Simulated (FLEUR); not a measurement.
# How the volume moves the moments of FePt (Tetraferroplatinum)

How does the volume change the magnetic state of FePt (Tetraferroplatinum)?

Calculated with FLEUR MaX-R8.1; PBE; all-electron FLAPW, Dirac cores, scalar-relativistic bands.

## 1. The structure

Symmetry: P4/mmm, No. 123, tetragonal system. Conventional cell: a = 2.724 Å, b = 2.724 Å, c = 3.720 Å, α = 90.00°, β = 90.00°, γ = 90.00°. Fe has 8 Pt at 2.68 Å and 4 Fe at 2.72 Å nearest. Nearest to Pt lie 8 Fe at 2.68 Å and 4 Pt at 2.72 Å. Farther neighbours are not listed.

As a file:

```xyz
2
Lattice="2.7235 0.0000 0.0000 0.0000 2.7235 0.0000 0.0000 0.0000 3.7200" Properties=species:S:1:pos:R:3 pbc="T T T"
Fe    0.0000    0.0000    0.0000
Pt    1.3618    1.3618    1.8600
```

## 2. Factor 1, start ferro +

The scan starts at the cell as given.

All lengths change alike; the factor is that of the volume. Atoms keep their fractional places. Spheres, Kmax and the mesh are the same at all points, the spheres being those of the tightest cell. inpgen writes inp.xml from crystal.txt; cutoffs, mixing, functional, smearing and local orbitals are then set in the file. The k list default-1 (kpts.xml, not shown) is a Γ-centred 10×10×10 mesh; where the ranks do not divide the number of points, some are split in two of half the weight.

Input file inp.xml:

```
<?xml version="1.0" encoding="UTF-8" standalone="no"?>
<fleurInput fleurInputVersion="0.39">
   <comment>
      FePt
   </comment>
   <calculationSetup>
      <cutoffs Kmax="3.6" Gmax="10.8" GmaxXC="10.8" numbands="0"/>
      <scfLoop itmax="110" minDistance="0.00002" maxIterBroyd="15" imix="Anderson" alpha="0.05" precondParam="0.0" spinf="2.0" sdNocoIR="T"/>
      <coreElectrons ctail="T" frcor="F" kcrel="0" coretail_lmax="0"/>
      <xcFunctional name="pbe" relativisticCorrections="F"/>
      <magnetism jspins="2"/>
      <soc l_soc="F" theta="0.0" phi="0.0" spav="F"/>
      <expertModes spex="0" secvar="F"/>
      <geometryOptimization l_f="F" forcealpha="1.0" forcemix="BFGS" epsdisp="0.00001" epsforce="0.00001"/>
      <ldaU l_linMix="F" mixParam="0.05" spinf="1.0"/>
   </calculationSetup>
   <cell>
      <bzIntegration valenceElectrons="32.0" mode="hist" fermiSmearingEnergy="0.00183747">
         <kPointListSelection listName="default-1"/>
         <xi:include xmlns:xi="http://www.w3.org/2001/XInclude" href="kpts.xml"> </xi:include>
      </bzIntegration>
      <xi:include xmlns:xi="http://www.w3.org/2001/XInclude" href="sym.xml"> </xi:include>
      <bulkLattice scale="1.0">
         <bravaisMatrix>
            <row-1>    5.1466691003480998     0.0000000000000000     0.0000000000000000</row-1>
            <row-2>    0.0000000000000000     5.1466691003480998     0.0000000000000000</row-2>
            <row-3>    0.0000000000000000     0.0000000000000000     7.0297811835120001</row-3>
         </bravaisMatrix>
      </bulkLattice>
   </cell>
   <atomSpecies>
      <species name="Iron (Fe) 2.800" element="Fe" atomicNumber="26">
         <mtSphere radius="2.36" gridPoints="781" logIncrement="0.016"/>
         <atomicCutoffs lmax="8" lnonsphr="6"/>
         <electronConfig flipSpins="F">
            <coreConfig>(1s1/2) (2s1/2) (2p1/2) (2p3/2)</coreConfig>
            <valenceConfig>(3s1/2) (3p1/2) (3p3/2) (4s1/2) (3d3/2) (3d5/2)</valenceConfig>
            <stateOccupation state="(3d3/2)" spinUp="1.4" spinDown="1.0"/>
            <stateOccupation state="(3d5/2)" spinUp="3.0" spinDown="0.6"/>
         </electronConfig>
         <energyParameters s="4" p="4" d="3" f="4"/>
         <lo type="SCLO" l="0" n="3" eDeriv="0"/>
         <lo type="SCLO" l="1" n="3" eDeriv="0"/>
      </species>
      <species name="Platinum (Pt)" element="Pt" atomicNumber="78">
         <mtSphere radius="2.36" gridPoints="781" logIncrement="0.017"/>
         <atomicCutoffs lmax="8" lnonsphr="6"/>
         <electronConfig flipSpins="F">
            <coreConfig>(1s1/2) (2s1/2) (2p1/2) (2p3/2) (3s1/2) (3p1/2) (3p3/2) (4s1/2) (3d3/2) (3d5/2) (4p1/2) (4p3/2) (5s1/2) (4d3/2) (4d5/2) (4f5/2) (4f7/2)</coreConfig>
            <valenceConfig>(5p1/2) (5p3/2) (6s1/2) (5d3/2) (5d5/2)</valenceConfig>
            <stateOccupation state="(6s1/2)" spinUp="0.500000" spinDown="0.500000"/>
            <stateOccupation state="(5d3/2)" spinUp="1.800000" spinDown="1.800000"/>
            <stateOccupation state="(5d5/2)" spinUp="2.700000" spinDown="2.700000"/>
         </electronConfig>
         <energyParameters s="6" p="6" d="5" f="5"/>
         <lo type="SCLO" l="1" n="5" eDeriv="0"/>
      </species>
   </atomSpecies>
   <atomGroups>
      <atomGroup species="Iron (Fe) 2.800">
         <relPos label="                   1">.0000000000 .0000000000 .0000000000</relPos>
         <force calculate="T" relaxXYZ="TTT"/>
      </atomGroup>
      <atomGroup species="Platinum (Pt)">
         <relPos label="                   2">1.000/2.000 1.000/2.000 1.000/2.000</relPos>
         <force calculate="T" relaxXYZ="TTT"/>
      </atomGroup>
   </atomGroups>
   <output dos="F" band="F" slice="F">
      <bandDOS minEnergy="-.5*Htr" maxEnergy="0.5*Htr" sigma="0.015" storeEVData="T"/>
      <plotting iplot="0" polar="F">
         <plot TwoD="T" vec1="  1.0  0.0  0.0" vec2="  0.0  1.0  0.0" vec3="  0.0  0.0  1.0" zero="  0.0  0.0  0.0" file="plot"/>
      </plotting>
      <moessbauerParams electricFieldGradient="F" isomerShift="F" coreHyperfine="F" valenceHyperfine="F"/>
   </output>
</fleurInput>
```

Input file crystal.txt:

```
FePt
&input film=F cartesian=F /
2.72350000000  0.00000000000  0.00000000000
0.00000000000  2.72350000000  0.00000000000
0.00000000000  0.00000000000  3.72000000000
1.8897261246
1.0 1.0 1.0

2
26 0.00000000000  0.00000000000  0.00000000000 : 2.800
78 0.50000000000  0.50000000000  0.50000000000

&kpt div1=10 div2=10 div3=10 gamma=T /
```

On the command line:

```console
$ OMP_NUM_THREADS=1 inpgen -f crystal.txt > inpgen.log  # inp.xml is then edited as shown
$ OMP_NUM_THREADS=1 mpirun -n 8 fleur_MPI > fleur.log
```

Output:

```text
Welcome to FLEUR        (www.flapw.de)
      MaX-Release 8.1          (www.max-centre.eu)

 ========== k-point set info ==========
 Selected k-point list: default-1
 k-point list type: mesh
 0 x 0 x 0
 Number of k points: 128

 ------------Calculation Setup---------------------------
 Number of MPI-tasks      :            8
 Number of PE/node        :            8
 Number of OMP-threads    :            1
 k-points in parallel     :            8
 pe's per k-point         :            1
 No of k-point loops      :           16
 Eigenvalue solver        :       lapack
 Number of basis functions:          166
 Approximate size of matrices (H+S) per k-point:         0.000 GB
 --------------------------------------------------------
 Iteration:     1   Distance:      40.39015342 me/bohr^3
 Iteration:     2   Distance:      15.84296370 me/bohr^3
 Iteration:     3   Distance:      13.02486421 me/bohr^3
 Iteration:     4   Distance:      10.02576692 me/bohr^3
 Iteration:     5   Distance:      10.09820661 me/bohr^3
 Iteration:     6   Distance:      10.11548917 me/bohr^3
 Iteration:     7   Distance:       3.44759926 me/bohr^3
 Iteration:     8   Distance:       2.55120662 me/bohr^3
 Iteration:     9   Distance:       1.07635929 me/bohr^3
 Iteration:    10   Distance:       0.84644918 me/bohr^3
 Iteration:    11   Distance:       0.21864284 me/bohr^3
 Iteration:    12   Distance:       0.03022034 me/bohr^3
 Iteration:    13   Distance:       0.04118112 me/bohr^3
 Iteration:    14   Distance:       0.04422397 me/bohr^3
 Iteration:    15   Distance:       0.01016913 me/bohr^3
 Iteration:    16   Distance:       0.00962957 me/bohr^3
 Iteration:    17   Distance:       0.00485899 me/bohr^3
 Iteration:    18   Distance:       0.00121508 me/bohr^3
 Iteration:    19   Distance:       0.00043998 me/bohr^3
 Iteration:    20   Distance:       0.00014029 me/bohr^3
 Iteration:    21   Distance:       0.00013154 me/bohr^3
 Iteration:    22   Distance:       0.00005195 me/bohr^3
 Iteration:    23   Distance:       0.00000939 me/bohr^3

 ********************************************************************
 Run finished successfully
 Stop message:
   all done
 ********************************************************************

--- out.xml (last complete iteration) ---
<iteration numberForCurrentRun="   23" overallNumber="   23">
         [... left out ...]
         <bandgap value="0.0135024768" units="eV"/>
         <sumValenceSingleParticleEnergies value="-17.8392037577" units="Htr"/>
         <FermiEnergy value="0.4414361944" units="Htr"/>
         <valenceDensity>
            <mtCharges spin="1">
               <mtCharge atomType="1" total="8.9376162" s="1.1915143" p="3.1902992" d="4.5319645" f="0.0182307"/>
               <mtCharge atomType="2" total="7.2396264" s="0.2209892" p="3.1290461" d="3.8667170" f="0.0182539"/>
            </mtCharges>
            <mtCharges spin="2">
               <mtCharge atomType="1" total="5.9511599" s="1.1827141" p="3.1940081" d="1.5522081" f="0.0170228"/>
               <mtCharge atomType="2" total="6.8316979" s="0.2361103" p="3.1606464" d="3.4161214" f="0.0151735"/>
            </mtCharges>
            <spinDependentCharge spin="1" total="17.6638829" interstitial="1.4866404" mtSpheres="16.1772426"/>
            <spinDependentCharge spin="2" total="14.3361171" interstitial="1.5532592" mtSpheres="12.7828579"/>
            <totalCharge value="32.0000000000"/>
         </valenceDensity>
         [... left out ...]
         <magneticMomentsInMTSpheres units="muBohr">
            <globalMagMoment atomType="1" vec="0.00000   0.00000   2.98646"/>
            <localMagMoment atomType="1" vec="0.00000   0.00000   2.98646"/>
            <globalMagMoment atomType="2" vec="0.00000   0.00000   0.40793"/>
            <localMagMoment atomType="2" vec="0.00000   0.00000   0.40793"/>
         </magneticMomentsInMTSpheres>
         [... left out ...]
         <totalEnergy value="   -19719.5474621654" units="Htr">
            <sumOfEigenvalues value="   -12059.9023872354">
               <coreElectrons value="-12042.0631834777"/>
               <valenceElectrons value="-17.8392037577"/>
            </sumOfEigenvalues>
            <densityCoulombPotentialIntegral value="-33920.7485576161"/>
            <densityEffectivePotentialIntegral value="-34461.0300663603"/>
            <chargeDenXCDenIntegral value="-413.2981479329"/>
            <FockExchangeEnergyValence value="0.0000000000"/>
            <FockExchangeEnergyCore value="0.0000000000"/>
         [... left out ...]
            <tkbTimesEntropy value="0.0003114675"/>
            <freeEnergy value="-19719.5477736328"/>
            <extrapolationTo0K value="-19719.5476178991"/>
         </totalEnergy>
         <densityConvergence units="me/bohr^3">
            <chargeDensity spin="1" distance="0.0000056774"/>
            <chargeDensity spin="2" distance="0.0000059229"/>
            <overallChargeDensity distance="0.0000068135"/>
            <spinDensity distance="0.0000093917"/>
         </densityConvergence>
      </iteration>
```

Elapsed: 16 s, on 8 MPI ranks of AMD EPYC 7B13 (Zen 3), shared host; peak memory 0.42 GiB.

This step gave:

- free energy: -536596.2311 eV
- program's band gap on this mesh (in a metal only a level spacing): 0.01350 eV
- magnetization: 3.328 μB
- final state: ferromagnetic
- largest moment: 2.986 μB

After 23 cycles the largest moment stands at 2.99 μB.

## 3. Factor 1, start antiferro q=(0,1/2,0) +-

The k list default-1 (kpts.xml, not shown) is a Γ-centred 10×5×10 mesh.

Edit inp.xml of step 2 so:

```diff
@@ -17,3 +17,3 @@
    <cell>
-      <bzIntegration valenceElectrons="32.0" mode="hist" fermiSmearingEnergy="0.00183747">
+      <bzIntegration valenceElectrons="64.0" mode="hist" fermiSmearingEnergy="0.00183747">
          <kPointListSelection listName="default-1"/>
@@ -25,3 +25,3 @@
             <row-1>    5.1466691003480998     0.0000000000000000     0.0000000000000000</row-1>
-            <row-2>    0.0000000000000000     5.1466691003480998     0.0000000000000000</row-2>
+            <row-2>    0.0000000000000000    10.2933382006961995     0.0000000000000000</row-2>
             <row-3>    0.0000000000000000     0.0000000000000000     7.0297811835120001</row-3>
@@ -39,2 +39,15 @@
             <stateOccupation state="(3d5/2)" spinUp="3.0" spinDown="0.6"/>
+         </electronConfig>
+         <energyParameters s="4" p="4" d="3" f="4"/>
+         <lo type="SCLO" l="0" n="3" eDeriv="0"/>
+         <lo type="SCLO" l="1" n="3" eDeriv="0"/>
+      </species>
+      <species name="Iron (Fe) -2.800" element="Fe" atomicNumber="26">
+         <mtSphere radius="2.36" gridPoints="781" logIncrement="0.016"/>
+         <atomicCutoffs lmax="8" lnonsphr="6"/>
+         <electronConfig flipSpins="F">
+            <coreConfig>(1s1/2) (2s1/2) (2p1/2) (2p3/2)</coreConfig>
+            <valenceConfig>(3s1/2) (3p1/2) (3p3/2) (4s1/2) (3d3/2) (3d5/2)</valenceConfig>
+            <stateOccupation state="(3d3/2)" spinUp="1.0" spinDown="1.4"/>
+            <stateOccupation state="(3d5/2)" spinUp="0.6" spinDown="3.0"/>
          </electronConfig>
@@ -63,4 +76,9 @@
       </atomGroup>
+      <atomGroup species="Iron (Fe) -2.800">
+         <relPos label="                   2">.0000000000 1.000/2.000 .0000000000</relPos>
+         <force calculate="T" relaxXYZ="TTT"/>
+      </atomGroup>
       <atomGroup species="Platinum (Pt)">
-         <relPos label="                   2">1.000/2.000 1.000/2.000 1.000/2.000</relPos>
+         <relPos label="                   3">1.000/2.000 1.000/4.000 1.000/2.000</relPos>
+         <relPos label="                   4">1.000/2.000 -1.000/4.000 1.000/2.000</relPos>
          <force calculate="T" relaxXYZ="TTT"/>
```

Input file crystal.txt:

```
FePt
&input film=F cartesian=F /
2.72350000000  0.00000000000  0.00000000000
0.00000000000  5.44700000000  0.00000000000
0.00000000000  0.00000000000  3.72000000000
1.8897261246
1.0 1.0 1.0

4
26 0.00000000000  0.00000000000  0.00000000000 : 2.800
26 0.00000000000  0.50000000000  0.00000000000 : -2.800
78 0.50000000000  0.25000000000  0.50000000000
78 0.50000000000  0.75000000000  0.50000000000

&kpt div1=10 div2=5 div3=10 gamma=T /
```

Output:

```text
[banner, memory and clock lines left out]
Welcome to FLEUR        (www.flapw.de)
      MaX-Release 8.1          (www.max-centre.eu)

 ========== k-point set info ==========
 Selected k-point list: default-1
 k-point list type: mesh
 0 x 0 x 0
 Number of k points: 112

 [... set-up left out ...]
 Iteration:     1   Distance:      39.12562844 me/bohr^3
 Iteration:     2   Distance:      16.62073178 me/bohr^3
 Iteration:     3   Distance:      13.25332711 me/bohr^3
 Iteration:     4   Distance:       8.21557523 me/bohr^3
 Iteration:     5   Distance:       6.77928911 me/bohr^3
 Iteration:     6   Distance:       6.54327792 me/bohr^3
 Iteration:     7   Distance:       3.87068666 me/bohr^3
 Iteration:     8   Distance:       3.30871485 me/bohr^3
[... lines left out ...]
 Iteration:    23   Distance:       0.00067293 me/bohr^3
 Iteration:    24   Distance:       0.00027163 me/bohr^3
 Iteration:    25   Distance:       0.00024727 me/bohr^3
 Iteration:    26   Distance:       0.00012632 me/bohr^3
 Iteration:    27   Distance:       0.00003200 me/bohr^3
 Iteration:    28   Distance:       0.00000483 me/bohr^3

 ********************************************************************
 Run finished successfully
 Stop message:
   all done
 ********************************************************************

--- out.xml (last complete iteration) ---
<iteration numberForCurrentRun="   28" overallNumber="   28">
         [... left out ...]
         <bandgap value="0.0121937547" units="eV"/>
         <sumValenceSingleParticleEnergies value="-35.7489809117" units="Htr"/>
         <FermiEnergy value="0.4488875085" units="Htr"/>
         [... left out ...]
         <magneticMomentsInMTSpheres units="muBohr">
            <globalMagMoment atomType="1" vec="0.00000   0.00000   2.93469"/>
            <globalMagMoment atomType="2" vec="0.00000   0.00000  -2.93466"/>
            <globalMagMoment atomType="3" vec="0.00000   0.00000   0.00000"/>
         </magneticMomentsInMTSpheres>
         [... left out ...]
         <totalEnergy value="   -39439.0928010937" units="Htr">
            <sumOfEigenvalues value="   -24120.2119427779">
               <coreElectrons value="-24084.4629618662"/>
               <valenceElectrons value="-35.7489809117"/>
            </sumOfEigenvalues>
         [... left out ...]
            <freeEnergy value="-39439.0939060404"/>
            <extrapolationTo0K value="-39439.0933535671"/>
         </totalEnergy>
         <densityConvergence units="me/bohr^3">
            <chargeDensity spin="1" distance="0.0000029463"/>
            <chargeDensity spin="2" distance="0.0000031358"/>
            <overallChargeDensity distance="0.0000048270"/>
            <spinDensity distance="0.0000037051"/>
         </densityConvergence>
      </iteration>
```

Wall time 47 s (8 MPI ranks); peak memory 0.56 GiB.

Spin moment in the muffin-tin sphere by atom:

```tsv
atom	spin moment in the muffin-tin sphere (μB)
Fe1	2.93
Fe2	-2.93
Pt3	0.00
Pt4	0.00
```

Numbers from this step:

```yaml
free_energy: -1073192.4175 eV
program_s_band_gap_on_this_mesh_in_a_metal_only_a_level_spacing: 0.01219 eV
magnetization: 0 μB
final_state: antiferromagnetic
```

After 28 cycles the largest moment stands at 2.93 μB.

[end of part 1 of 2]

[Logs and program files are shortened in this print: banners, set-up blocks, solver, clock and traceback lines can be left out without a mark of their own.]

[Logs are printed without paths, hosts, clocks, repeated set-up lines and the standing remarks that a program may print on its own settings, such as how far it seeks lower states.]

[Hosts, paths, dates, database ids (printed as entryN), source tags and the programs' standing remarks are cut or masked in the printed files.]

[Where a cell is said to come from a database of computed structures, the database is the Materials Project.]
